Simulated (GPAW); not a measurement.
**As K-edge XANES of zinc-blende (GaAs)₁₋ₓ(AlAs)ₓ at x = 0.75**

What does the As K edge look like in zinc-blende (GaAs)₁₋ₓ(AlAs)ₓ at x = 0.75?

Calculated with GPAW 26.7.0; X-ray absorption from dipole matrix elements to empty bands, plane-wave PAW PBE.

## 1. Set-up

The cell holds 16 atoms: 2 Ga, 8 As and 6 Al. Cell: a = 8.003 Å, b = 8.003 Å, c = 8.003 Å, α = 60.0°, β = 60.0°, γ = 60.0°. 16-atom zinc-blende cell, 6 of 8 Ga sites taken by Al at random, lattice constants typed for the ends and interpolated (Vegard).

## 2. Relaxation

The cell was built by hand, so its atoms are relaxed first: near-edge features follow bond lengths closely.

File relax.py:

```python
import numpy as np
from ase import Atoms
from ase.parallel import parprint, paropen
from gpaw import GPAW, PW, FermiDirac, Mixer, MixerDif, setup_paths
from ase.optimize import BFGS

atoms = Atoms('GaAsAlAsAlAsAlAsAlAsAlAsAlAsGaAs',
    cell=[[0, 5.659, 5.659],
     [5.659, 0, 5.659],
     [5.659, 5.659, 0]],
    scaled_positions=[[0.999187, 0.003546, 0.000482],
     [0.128095, 0.123716, 0.12428],
     [0.999884, 0.003488, 0.499081],
     [0.122183, 0.122625, 0.620392],
     [0.004691, 0.494815, 0.001414],
     [0.122631, 0.623509, 0.123602],
     [0.000816, 0.499969, 0.501386],
     [0.122824, 0.62719, 0.621464],
     [0.503379, 0.001599, 0.000249],
     [0.621772, 0.128318, 0.128451],
     [0.497746, 0.999523, 0.498406],
     [0.627784, 0.125813, 0.624918],
     [0.500338, 0.497946, 0.000224],
     [0.626066, 0.627687, 0.123247],
     [0.500978, 0.499975, 0.499673],
     [0.625829, 0.627524, 0.62546]],
    pbc=True)
atoms.calc = GPAW(legacy_gpaw=True, mode=PW(400, force_complex_dtype=True), xc='PBE', setups={},
    kpts={'size': (3, 3, 3), 'gamma': True}, occupations=FermiDirac(0.08),
    charge=0, mixer=Mixer(0.1, 5, 50), maxiter=150,
    convergence={'density': 0.0001, 'eigenstates': 1e-6}, txt='relax.txt')
steps = []
opt = BFGS(atoms, logfile='-')
opt.attach(lambda: steps.append([atoms.get_potential_energy(), float(np.linalg.norm(atoms.get_forces(), axis=1).max())]))
done = opt.run(fmax=0.05, steps=30)
out = dict(done=bool(done), steps=steps, frac=atoms.get_scaled_positions().tolist())
import json
with paropen('out.json', 'w') as f:
    json.dump(out, f)
```

Started as:

```console
> OMP_NUM_THREADS=1 mpirun -n 4 gpaw python relax.py
```

Numbers of over 12 decimals in the logs are rounded to 6 here.

The log of the run:

```text
Input parameters:
  convergence: {density: 0.0001,
                eigenstates: 1e-06}
  kpts: {gamma: True,
         size: (3, 3, 3)}
  maxiter: 150
  mixer: {backend: pulay,
          beta: 0.1,
          method: separate,
          nmaxold: 5,
          weight: 50}
  mode: {ecut: 400.0,
         force_complex_dtype: True,
         name: pw}
  occupations: {fixmagmom: False,
                name: fermi-dirac,
[...]
No difference between direct/indirect transitions

Forces in eV/Ang:
[...]
14 Ga   -0.00917   -0.00189   -0.00335
 15 As    0.00436   -0.00643   -0.00178
Step     Time          Energy          fmax
BFGS:    0 01:48:12      -72.344387        0.848598
BFGS:    1 01:48:29      -72.381469        0.602533
BFGS:    2 01:48:48      -72.426213        0.073249
BFGS:    3 01:48:59      -72.426886        0.061107
BFGS:    4 01:49:12      -72.427668        0.044595
[key lines of the parts left out:]
Converged after 7 iterations.
Dipole moment: (-26.517721, -26.296361, -26.827701) |e|*Ang
Free energy:    -72.427668
Fermi level: 5.07358
```

Wall time 98 s (4 MPI ranks of Intel Xeon Platinum 8488C (Sapphire Rapids), shared host); peak memory 0.32 GiB.

In 4 steps the energy fell by 83 meV (energies extrapolated to zero smearing) and the largest force to 0.045 eV/Å. Atom 4 (As; the text counts from 1, the script from 0) is among those that moved most, by 0.05 Å.

## 3. The field without a hole

A plain self-consistent run shows whether there is a gap, which decides the set-up of the core-hole run.

File scf.py:

```python
import numpy as np
from ase import Atoms
from ase.parallel import parprint, paropen
from gpaw import GPAW, PW, FermiDirac, Mixer, MixerDif, setup_paths
from gpaw.test import gen
setup_paths.insert(0, '.')
gen('As', name='nch1s', xcname='PBE', corehole=(1, 0, 0), write_xml=True)
from gpaw.mpi import world
world.barrier()

atoms = Atoms('GaAsAlAsAlAsAlAsAlAsAlAsAlAsGaAs',
    cell=[[0, 5.659, 5.659],
     [5.659, 0, 5.659],
     [5.659, 5.659, 0]],
    scaled_positions=[[0.9998209, 0.0009551, 0.9994719],
     [0.1289449, 0.1239114, 0.1243546],
     [0.9991002, 0.0003839, 0.4982148],
     [0.1240896, 0.1256095, 0.6228305],
     [0.0016356, 0.4982336, 0.9986934],
     [0.1245367, 0.6239721, 0.1249662],
     [0.0005196, 0.4997067, 0.4992392],
     [0.1234408, 0.6262295, 0.6244361],
     [0.5034068, 0.0005977, 0.9993826],
     [0.6231005, 0.1273464, 0.1269584],
     [0.4981977, 0.0004813, 0.5015289],
     [0.6250697, 0.1241971, 0.6251179],
     [0.4986996, 0.5020027, 0.0003476],
     [0.6272749, 0.626103, 0.122105],
     [0.5004375, 0.5014216, 0.4991938],
     [0.6259478, 0.6260819, 0.6259075]],
    pbc=True)
atoms.calc = calc = GPAW(legacy_gpaw=True, mode=PW(400, force_complex_dtype=True), xc='PBE', setups={1: 'nch1s'},
    kpts={'size': (3, 3, 3), 'gamma': True}, occupations=FermiDirac(0.05),
    charge=0, mixer=Mixer(0.1, 5, 50), maxiter=150,
    convergence={'density': 0.0001, 'eigenstates': 1e-6}, txt='scf.txt')
energy = atoms.get_potential_energy() + calc.get_reference_energy()
ef = calc.get_fermi_level()
out = dict(energy=energy, fermi=ef, forces=atoms.get_forces().tolist())
parprint(f'all-electron energy {energy:.4f} eV, Fermi level {ef:.4f} eV')
ev = np.array([[calc.get_eigenvalues(k, s) for k in range(len(calc.get_ibz_k_points()))] for s in range(calc.get_number_of_spins())])
out['homo'], out['lumo'], out['counts'] = ev[ev < ef].max(), ev[ev > ef].min(), sorted(set((ev < ef).sum((0, 2)).tolist()))
out['filled'] = (ev[:, 0] < ef).sum(1).tolist()
import json
with paropen('out.json', 'w') as f:
    json.dump(out, f)
```

Started as:

```console
> OMP_NUM_THREADS=1 mpirun -n 4 gpaw python scf.py
```

The log of the run:

```text
Input parameters:
  convergence: {density: 0.0001,
                eigenstates: 1e-06}
  kpts: {gamma: True,
         size: (3, 3, 3)}
  maxiter: 150
  mixer: {backend: pulay,
          beta: 0.1,
          method: separate,
          nmaxold: 5,
          weight: 50}
  mode: {ecut: 400.0,
         force_complex_dtype: True,
         name: pw}
  occupations: {fixmagmom: False,
                name: fermi-dirac,
                width: 0.05}
  setups: {1: nch1s}
  xc: PBE

Initialize ...

[... PAW data sets ...]

Reference energy: -637413.672259  # eV

Spin-paired calculation

[... convergence settings ...]
Symmetries present (total): 1
  [... symmetry matrices ...]

27 k-points: 3 x 3 x 3 Monkhorst-Pack grid
14 k-points in the irreducible part of the Brillouin zone
       k-points in crystal coordinates                weights
   0:     0.00000000    0.00000000    0.00000000          1/27
   1:     0.00000000    0.00000000    0.33333333          2/27
   2:     0.00000000    0.33333333   -0.33333333          2/27
   3:     0.00000000    0.33333333    0.00000000          2/27
   4:     0.00000000    0.33333333    0.33333333          2/27
   5:     0.33333333   -0.33333333   -0.33333333          2/27
   6:     0.33333333   -0.33333333    0.00000000          2/27
   7:     0.33333333   -0.33333333    0.33333333          2/27
   8:     0.33333333    0.00000000   -0.33333333          2/27
   9:     0.33333333    0.00000000    0.00000000          2/27
          ...
  13:     0.33333333    0.33333333    0.33333333          2/27

Wave functions: Plane wave expansion
  Cutoff energy: 400.000 eV
  Number of coefficients (min, max): 6573, 6615
  Pulay-stress correction: 0.000000 eV/Ang^3 (de/decut=0.000000)
  Using FFTW library
  Wavefunction extrapolation:
    Improved wavefunction reuse through dual PAW basis

Occupation numbers: Fermi-Dirac:
  width: 0.0500  # eV

Eigensolver
   Davidson(niter=2)

Densities:
  Coarse grid: 40*40*40 grid
  Fine grid: 80*80*80 grid
  Total Charge: 0.000000

Density mixing:
  Method: separate
  Backend: pulay
  Linear mixing parameter: 0.1
  old densities: 5
  Width of damping distribution: 1.1
  Damping of long wavelength oscillations: 50

[... Hamiltonian set-up ...]
Number of atoms: 16
Number of atomic orbitals: 64
Number of bands in calculation: 43
Number of valence electrons: 64
Bands to converge: occupied

... initialized

Initializing position-dependent things.

Density initialized from atomic densities
Creating initial wave functions:
  43 bands from LCAO basis set

                        Ga
               Al        As
                As
                    Ga
                  As
            Al        Al
         As            As
             Al            Al
              As
                AsAl

       As

Atomic positions and initial magnetic moments

Positions:
   0 Ga     5.661416   11.313998    5.663391    ( 0.0000,  0.0000,  0.0000)
   1 As     1.404937    1.433422    1.430914    ( 0.0000,  0.0000,  0.0000)
   2 Al     2.821570    8.473306    5.656081    ( 0.0000,  0.0000,  0.0000)
   3 As     4.235422    4.226821    1.413047    ( 0.0000,  0.0000,  0.0000)
   4 Al     8.471110    5.660862    2.828760    ( 0.0000,  0.0000,  0.0000)
   5 As     4.238242    1.411937    4.235811    ( 0.0000,  0.0000,  0.0000)
   6 Al     5.653035    2.828135    2.830781    ( 0.0000,  0.0000,  0.0000)
[...]
13 As     4.234109    4.240741    7.092866    ( 0.0000,  0.0000,  0.0000)
  14 Ga     5.662483    5.656914    5.669521    ( 0.0000,  0.0000,  0.0000)
  15 As     7.085008    7.084249    7.085236    ( 0.0000,  0.0000,  0.0000)

Unit cell:
           periodic     x           y           z      points  spacing
  1. axis:    yes    0.000000    5.659000    5.659000    40     0.1634
  2. axis:    yes    5.659000    0.000000    5.659000    40     0.1634
  3. axis:    yes    5.659000    5.659000    0.000000    40     0.1634

  Lengths:   8.003035   8.003035   8.003035
  Angles:   60.000000  60.000000  60.000000

Effective grid spacing dv^(1/3) = 0.1782

iter:   1   -73.393180
iter:   2   -73.048292   -2.19  -0.82
iter:   3   -72.509555   -1.59  -0.87
iter:   4   -72.402236   -2.91  -1.35
iter:   5   -72.451915   -2.88  -1.37
iter:   6   -72.443876   -3.01  -2.05
iter:   7   -72.432447c  -4.35  -1.99
iter:   8   -72.428223c  -4.39  -2.19
iter:   9   -72.426831c  -4.34  -2.42
iter:  10   -72.426837c  -5.57  -3.42
iter:  11   -72.426832c  -6.74c -3.48
iter:  12   -72.426837c  -6.84c -3.61
iter:  13   -72.426841c  -7.03c -3.61
iter:  14   -72.426841c  -8.31c -4.54c

Converged after 14 iterations.

Dipole moment: (-26.517693, -26.296383, -26.828067) |e|*Ang

Energy contributions relative to reference atoms: (reference = -637413.672259)

Kinetic:       +169.529138
Potential:     -149.853683
External:        +0.000000
XC:             -92.040779
Entropy (-ST):   -0.000001
Local:           -0.061516
SIC:             +0.000000
--------------------------
Free energy:    -72.426842
Extrapolated:   -72.426841

Showing only first 2 kpts
 Kpt  Band  Eigenvalues  Occupancy
  0    30      4.44576    1.99999
  0    31      4.44925    1.99999
  0    32      5.61189    0.00003
  0    33      5.77982    0.00000

  1    30      4.16522    2.00000
  1    31      4.16902    2.00000
  1    32      6.25786    0.00000
  1    33      6.40992    0.00000

Fermi level: 5.05622

Gap: 1.163 eV
Transition (v -> c):
  (s=0, k=0, n=31, [0.00, 0.00, 0.00]) -> (s=0, k=0, n=32, [0.00, 0.00, 0.00])
No difference between direct/indirect transitions

Forces in eV/Ang:
  0 Ga   -0.00031    0.01809   -0.00633
  1 As    0.01684   -0.03876    0.00566
  2 Al    0.02316    0.03589    0.01279
  3 As   -0.01241   -0.00491    0.00624
  4 Al    0.03387    0.01091    0.01615
  5 As   -0.01976    0.00361   -0.00594
  6 Al    0.02766   -0.00518    0.01254
[...]
13 As    0.00911   -0.00232   -0.00875
 14 Ga   -0.00882   -0.00206   -0.00197
 15 As    0.00381   -0.00781   -0.00170
Scalar-relativistic atomic PBE calculation for As (Arsenic, Z=33)
Core hole in 1s state (1s occupation: 2.0)
600 radial gridpoints.
|------------------------------------------------|
|------------------------------------------------|
[... the atom generator's iteration count ...]

Energy contributions:
-------------------------
Kinetic:    +2302.762658
XC:           -83.595879
Potential:  -4479.359419
-------------------------
Total:      -2260.192640

state      eigenvalue         ekin         rmax
-----------------------------------------------
1s^2.0 :  -430.411635   551.249601        0.030
2s^2.0 :   -54.613586   106.674080        0.170
2p^6.0 :   -47.910665   103.785672        0.136
3s^2.0 :    -6.990179    24.693859        0.522
3p^6.0 :    -4.913004    22.195959        0.521
3d^10.0:    -1.493755    17.032069        0.477
4s^2.0 :    -0.532368     3.019714        1.617
4p^3.0 :    -0.190938     1.759224        1.985
-----------------------------------------------
(units: Bohr and Hartree)

Generating PAW setup
Kinetic energy of the core from tauc = 2318.288972329017
Cutoffs:
rc(s)=2.000
rc(p)=2.000
rc(d)=2.000
rc(vbar)=1.800
rc(comp)=2.000
rc(nct)=2.000

Kinetic energy of the core states: 2291.445558
Charge: 0.0
Core electrons: 28.0
Valence electrons: 5.0
Pseudo-core charge: 1.207321
Shape function alpha=2.500
Pseudo-electron charge 6.663542
state    eigenvalue         norm
--------------------------------
4s(2) :    -0.532368     1.194216
*s    :     0.467632
4p(3) :    -0.190938     1.022597
*p    :     0.809062
*d    :     0.000000
--------------------------------

Diagonalizing with gridspacing h=0.050

state   all-electron     PAW
-------------------------------
4s:      -0.532368    -0.532674
4p:      -0.190938    -0.191179
*d:                    0.035724
*f:                    0.070513
-------------------------------
all-electron energy -637486.0991 eV, Fermi level 5.0562 eV
```

The job ended after 32 s (4 MPI ranks; peak memory 0.33 GiB).

The mesh shows a gap of 1.16 eV. The excited electron is kept all the same, so that all members of the series, with or without a gap, are treated alike.

## 4. Cell without a hole, the energy reference

The photon energy needs a difference of total energies, so the cell and mesh of the coming hole run are first run without a hole.

Edit scf.py of step 3 so:

```diff
@@ -32,3 +32,3 @@
 atoms.calc = calc = GPAW(legacy_gpaw=True, mode=PW(400, force_complex_dtype=True), xc='PBE', setups={1: 'nch1s'},
-    kpts={'size': (3, 3, 3), 'gamma': True}, occupations=FermiDirac(0.05),
+    kpts={'size': (3, 3, 3), 'gamma': True}, occupations=FermiDirac(0.02),
     charge=0, mixer=Mixer(0.1, 5, 50), maxiter=150,
```

The log of the run:

```text
Input parameters:
  convergence: {density: 0.0001,
                eigenstates: 1e-06}
  kpts: {gamma: True,
         size: (3, 3, 3)}
  maxiter: 150
  mixer: {backend: pulay,
          beta: 0.1,
          method: separate,
          nmaxold: 5,
          weight: 50}
  mode: {ecut: 400.0,
         force_complex_dtype: True,
         name: pw}
  occupations: {fixmagmom: False,
                name: fermi-dirac,
[...]
4s(2) :    -0.532368     1.194216
*s    :     0.467632
4p(3) :    -0.190938     1.022597
*p    :     0.809062
*d    :     0.000000
--------------------------------

Diagonalizing with gridspacing h=0.050

state   all-electron     PAW
-------------------------------
4s:      -0.532368    -0.532674
4p:      -0.190938    -0.191179
*d:                    0.035724
*f:                    0.070513
-------------------------------
all-electron energy -637486.0991 eV, Fermi level 4.9527 eV
[key lines of the parts left out:]
Converged after 14 iterations.
Dipole moment: (-26.517693, -26.296382, -26.828067) |e|*Ang
Free energy:    -72.426842
Fermi level: 4.95268
```

Elapsed: 33 s, on 4 MPI ranks; peak memory 0.32 GiB.

Reference energy: -637486.099 eV with the cores included.

[end of part 1 of 3]

[Banner, clock and machine lines of the logs are left out without a mark of their own.]

[Logs are printed without paths, hosts, clocks, repeated set-up lines and the standing remarks that a program may print on its own settings, such as how far it seeks lower states.]

[Hosts, paths, dates, database ids (printed as entryN), source tags and the programs' standing remarks are cut or masked in the printed files.]

[Lists of maxima count a maximum above −3 eV only where it reaches 4 % of the highest in the window and stands out from its surroundings by 2 % of it (1.5 % where it reaches 55 %); shoulders and weaker maxima are passed over, and of the rest the first, up to two pre-edge ones and the few strongest are named.]
